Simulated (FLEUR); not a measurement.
# Anisotropy of FePt (c factor at fixed volume 0.94 on the database's cell) with FLEUR, part 2 of 2

One state of FePt (c factor at fixed volume 0.94 on the database's cell) is converged without symmetry. Force theorems then give its anisotropy.

FLEUR MaX-R8.1; PBE; all-electron FLAPW, Dirac cores, scalar-relativistic bands.

So far. Step 2 (The magnetic state): After 23 cycles the largest moment stands at 3.01 μB.

## Step 5: Spin–orbit coupling, moments along [001]

Level of this step: PBE; all-electron FLAPW, Dirac cores, scalar-relativistic bands with spin-orbit coupling (FLEUR).

Spin–orbit coupling ties the spins to the lattice and lets orbital moments form.

A new self-consistent run of the start ferro +, with the moments along z. The k list default-1 (kpts.xml, not shown) is a Γ-centred 20×20×16 mesh.

inp.xml

```
<?xml version="1.0" encoding="UTF-8" standalone="no"?>
<fleurInput fleurInputVersion="0.39">
   <comment>
      FePt
   </comment>
   <calculationSetup>
      <cutoffs Kmax="3.6" Gmax="10.8" GmaxXC="10.8" numbands="72"/>
      <scfLoop itmax="110" minDistance="0.00002" maxIterBroyd="15" imix="Anderson" alpha="0.05" precondParam="0.0" spinf="2.0" sdNocoIR="T"/>
      <coreElectrons ctail="T" frcor="F" kcrel="0" coretail_lmax="0"/>
      <xcFunctional name="pbe" relativisticCorrections="F"/>
      <magnetism jspins="2"/>
      <soc l_soc="T" theta="0.0" phi="0.0" spav="F"/>
      <expertModes spex="0" secvar="F"/>
      <geometryOptimization l_f="F" forcealpha="1.0" forcemix="BFGS" epsdisp="0.00001" epsforce="0.00001"/>
      <ldaU l_linMix="F" mixParam="0.05" spinf="1.0"/>
   </calculationSetup>
   <cell>
      <bzIntegration valenceElectrons="32.0" mode="hist" fermiSmearingEnergy="0.00183747">
         <kPointListSelection listName="default-1"/>
         <xi:include xmlns:xi="http://www.w3.org/2001/XInclude" href="kpts.xml"> </xi:include>
      </bzIntegration>
      <xi:include xmlns:xi="http://www.w3.org/2001/XInclude" href="sym.xml"> </xi:include>
      <bulkLattice scale="1.0">
         <bravaisMatrix>
            <row-1>    5.3083838496525990     0.0000000000000000     0.0000000000000000</row-1>
            <row-2>    0.0000000000000000     5.3083838496525990     0.0000000000000000</row-2>
            <row-3>    0.0000000000000000     0.0000000000000000     6.6079943125012797</row-3>
         </bravaisMatrix>
      </bulkLattice>
   </cell>
   <atomSpecies>
      <species name="Iron (Fe) 2.800" element="Fe" atomicNumber="26">
         <mtSphere radius="2.44" gridPoints="807" logIncrement="0.015"/>
         <atomicCutoffs lmax="10" lnonsphr="8"/>
         <electronConfig flipSpins="F">
            <coreConfig>(1s1/2) (2s1/2) (2p1/2) (2p3/2)</coreConfig>
            <valenceConfig>(3s1/2) (3p1/2) (3p3/2) (4s1/2) (3d3/2) (3d5/2)</valenceConfig>
            <stateOccupation state="(3d3/2)" spinUp="1.4" spinDown="1.0"/>
            <stateOccupation state="(3d5/2)" spinUp="3.0" spinDown="0.6"/>
         </electronConfig>
         <energyParameters s="4" p="4" d="3" f="4"/>
         <lo type="SCLO" l="0" n="3" eDeriv="0"/>
         <lo type="SCLO" l="1" n="3" eDeriv="0"/>
      </species>
      <species name="Platinum (Pt)" element="Pt" atomicNumber="78">
         <mtSphere radius="2.44" gridPoints="807" logIncrement="0.017"/>
         <atomicCutoffs lmax="10" lnonsphr="8"/>
         <electronConfig flipSpins="F">
            <coreConfig>(1s1/2) (2s1/2) (2p1/2) (2p3/2) (3s1/2) (3p1/2) (3p3/2) (4s1/2) (3d3/2) (3d5/2) (4p1/2) (4p3/2) (5s1/2) (4d3/2) (4d5/2) (4f5/2) (4f7/2)</coreConfig>
            <valenceConfig>(5p1/2) (5p3/2) (6s1/2) (5d3/2) (5d5/2)</valenceConfig>
            <stateOccupation state="(6s1/2)" spinUp="0.500000" spinDown="0.500000"/>
            <stateOccupation state="(5d3/2)" spinUp="1.800000" spinDown="1.800000"/>
            <stateOccupation state="(5d5/2)" spinUp="2.700000" spinDown="2.700000"/>
         </electronConfig>
         <energyParameters s="6" p="6" d="5" f="5"/>
         <lo type="SCLO" l="1" n="5" eDeriv="0"/>
      </species>
   </atomSpecies>
   <atomGroups>
      <atomGroup species="Iron (Fe) 2.800">
         <relPos label="                   1">.0000000000 .0000000000 .0000000000</relPos>
         <force calculate="T" relaxXYZ="TTT"/>
      </atomGroup>
      <atomGroup species="Platinum (Pt)">
         <relPos label="                   2">1.000/2.000 1.000/2.000 1.000/2.000</relPos>
         <force calculate="T" relaxXYZ="TTT"/>
      </atomGroup>
   </atomGroups>
   <output dos="F" band="F" slice="F">
      <bandDOS minEnergy="-.5*Htr" maxEnergy="0.5*Htr" sigma="0.015" storeEVData="T"/>
      <plotting iplot="0" polar="F">
         <plot TwoD="T" vec1="  1.0  0.0  0.0" vec2="  0.0  1.0  0.0" vec3="  0.0  0.0  1.0" zero="  0.0  0.0  0.0" file="plot"/>
      </plotting>
      <moessbauerParams electricFieldGradient="F" isomerShift="F" coreHyperfine="F" valenceHyperfine="F"/>
   </output>
</fleurInput>
```

crystal.txt

```
FePt
&input film=F cartesian=F /
2.80907576000  0.00000000000  0.00000000000
0.00000000000  2.80907576000  0.00000000000
0.00000000000  0.00000000000  3.49680000000
1.8897261246
1.0 1.0 1.0

2
26 0.00000000000  0.00000000000  0.00000000000 : 2.800
78 0.50000000000  0.50000000000  0.50000000000

&soc 0.0000000 0.0000000 /
&kpt div1=20 div2=20 div3=16 gamma=T /
```

Run with:

```bash
> OMP_NUM_THREADS=1 inpgen -f crystal.txt > inpgen.log  # inp.xml is then edited as shown
> OMP_NUM_THREADS=1 mpirun -n 4 fleur_MPI > fleur.log
```

The log of the run:

```text
[banner, memory and clock lines left out]
Welcome to FLEUR        (www.flapw.de)
      MaX-Release 8.1          (www.max-centre.eu)

 ========== k-point set info ==========
 Selected k-point list: default-1
 k-point list type: mesh
 0 x 0 x 0
 Number of k points: 920

 [... set-up left out ...]
 Iteration:     1   Distance:      40.56368261 me/bohr^3
 Iteration:     2   Distance:      16.89456066 me/bohr^3
 Iteration:     3   Distance:      13.12187288 me/bohr^3
 Iteration:     4   Distance:       9.39193622 me/bohr^3
 Iteration:     5   Distance:       8.56948917 me/bohr^3
 Iteration:     6   Distance:       9.11130063 me/bohr^3
 Iteration:     7   Distance:       3.79333017 me/bohr^3
 Iteration:     8   Distance:       3.47947277 me/bohr^3
 Iteration:     9   Distance:       1.23180793 me/bohr^3
 Iteration:    10   Distance:       1.18959757 me/bohr^3
 Iteration:    11   Distance:       0.25691759 me/bohr^3
 Iteration:    12   Distance:       0.20583956 me/bohr^3
 Iteration:    13   Distance:       0.05639508 me/bohr^3
 Iteration:    14   Distance:       0.03145445 me/bohr^3
[... lines left out ...]
 Iteration:    18   Distance:       0.00147890 me/bohr^3
 Iteration:    19   Distance:       0.00071555 me/bohr^3
 Iteration:    20   Distance:       0.00027124 me/bohr^3
 Iteration:    21   Distance:       0.00025609 me/bohr^3
 Iteration:    22   Distance:       0.00007323 me/bohr^3
 Iteration:    23   Distance:       0.00002194 me/bohr^3
 Iteration:    24   Distance:       0.00000814 me/bohr^3

 ********************************************************************
 Run finished successfully
 Stop message:
   all done
 ********************************************************************

--- out.xml (last complete iteration) ---
<iteration numberForCurrentRun="   24" overallNumber="   24">
         [... left out ...]
         <bandgap value="0.0015537588" units="eV"/>
         <sumValenceSingleParticleEnergies value="-18.2119621934" units="Htr"/>
         <FermiEnergy value="0.4365043543" units="Htr"/>
         [... left out ...]
         <magneticMomentsInMTSpheres units="muBohr">
            <globalMagMoment atomType="1" vec="0.00000   0.00000   3.00572"/>
            <globalMagMoment atomType="2" vec="0.00000   0.00000   0.44567"/>
         </magneticMomentsInMTSpheres>
         <orbitalMomentsInMTSpheres units="muBohr">
            <globalMagMoment atomType="1" vec="0.00000   0.00000   0.05359"/>
            <globalMagMoment atomType="2" vec="0.00000   0.00000   0.06373"/>
         </orbitalMomentsInMTSpheres>
         [... left out ...]
         <totalEnergy value="   -19719.5918548593" units="Htr">
            <sumOfEigenvalues value="   -12061.3131790319">
               <coreElectrons value="-12043.1012168385"/>
               <valenceElectrons value="-18.2119621934"/>
            </sumOfEigenvalues>
         [... left out ...]
            <freeEnergy value="-19719.5923210503"/>
            <extrapolationTo0K value="-19719.5920879548"/>
         </totalEnergy>
         <densityConvergence units="me/bohr^3">
            <chargeDensity spin="1" distance="0.0000034741"/>
            <chargeDensity spin="2" distance="0.0000058084"/>
            <overallChargeDensity distance="0.0000081415"/>
            <spinDensity distance="0.0000050329"/>
         </densityConvergence>
      </iteration>
```

It took 9.3 min on 4 MPI ranks of Arm Neoverse V2, shared host; peak memory 1 GiB; 37 min of CPU time.

Numbers from this step:

- free energy: -536597.4433 eV
- program's band gap on this mesh (in a metal only a level spacing): 0.001554 eV
- magnetization: 3.395 μB
- final state: ferromagnetic
- largest moment: 3.006 μB
- orbital moment along the spin: 0.05359 μB

Orbital moment in the sphere, along the spin axis by atom:

```
atom  orbital moment in the sphere, along the spin axis (μB)
 Fe1                                                  0.0536
 Pt2                                                  0.0637
```

## Step 6: What came out

| Item | Value |
| --- | --- |
| reference state | ferromagnetic |
| largest sphere moment | 3.01 μB |
| easy direction of those tried | not resolved |
| energy along [100] less [001], force theorem | 0.506 meV a primitive cell |
| orbital moment on the atom of largest spin, along its spin (spin–orbit run) | 0.0536 μB |

What this shows: The lowest directions differ by less than these runs resolve; shape anisotropy is not included. The difference for the second direction goes from 1.2 meV (mesh 14×14×11, 72 states, 6.6 min of CPU time) to 0.51 meV (mesh 20×20×16, 72 states, 19 min), so it is not converged. The orbital moment is parallel to the spin. The state was typed, and no other order was converged beside it, so it need not be the ground state.

[Logs and program files are shortened in this print: banners, set-up blocks, solver, clock and traceback lines can be left out without a mark of their own.]

[Logs are printed without paths, hosts, clocks, repeated set-up lines and the standing remarks that a program may print on its own settings, such as how far it seeks lower states.]

[Hosts, paths, dates, database ids (printed as entryN), source tags and the programs' standing remarks are cut or masked in the printed files.]

[Where a cell is said to come from a database of computed structures, the database is the Materials Project.]
